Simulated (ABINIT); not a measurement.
```xyz
2
Lattice="0.000 2.037 2.037 2.037 0.000 2.037 2.037 2.037 0.000" Properties=species:S:1:pos:R:3 pbc="T T T" subject="LiH (Fm-3m): G0W0 with ABINIT, start to end" method="RPA screening on PBE, plane waves, norm-conserving pseudopotentials (and 2 further levels or steps)" program="ABINIT 10.8.3" settings="cutoff 33 Ha, PseudoDojo scalar-relativistic 0.4.1 standard, norm-conserving, ngkpt (6, 6, 6), nband 46, ecuteps 4.8 Ha, inclvkb 2, shiftk (0, 0, 0), symchi 1, awtr 1, frequency ppm, 6×6×6 k-mesh" cost="5 runs, 15 s in all on 4 MPI ranks of Arm Neoverse V2, shared host" notes="The database entry behind the starting cell differs from other determinations of this structure. The cell and positions come from the Crystallography Open Database and are kept as given unless a step says otherwise." pbe_gap="3.02 eV, direct" g0w0_gap_on_the_mesh="4.85 eV" gw_settings="6×6×6 mesh, 46 bands, screening to 130.6 eV, Godby-Needs plasmon pole" known_limits="short of the basis limit"
Li    0.000    0.000    0.000
H     2.037    2.037    2.037
```

[Long decimals in the printed logs are rounded to 6 places.]

[Logs are printed without paths, hosts, clocks, repeated set-up lines and the standing remarks that a program may print on its own settings, such as how far it seeks lower states.]

[Paths, hosts, dates, memory and timing lines, banners, echoed tables and standing remarks are left out of the program output; an Ansatz launch command may be rebuilt from the run's recorded settings. Measured values are a selection of at most five: reports struck by readers or far from the other reports are left out. None is set beside runs whose start may be inverted or whose files or cutoffs have a known fault.]

[Runs of the session that timed out or met a known fault of the program may be left out.]

[Hosts, paths, dates, database ids (printed as entryN), source tags and the programs' standing remarks are cut or masked in the printed files.]

[G0W0 gaps are taken among the corrected bands and points alone; a level outside them can change the order at an edge.]

[Where Ansatz stands beside ABINIT at settings called matched, ABINIT's density can come from a denser mesh and the files from another edition; pairs whose starting gaps differed by over 0.03 eV were left out, so agreement reads better than it is.]
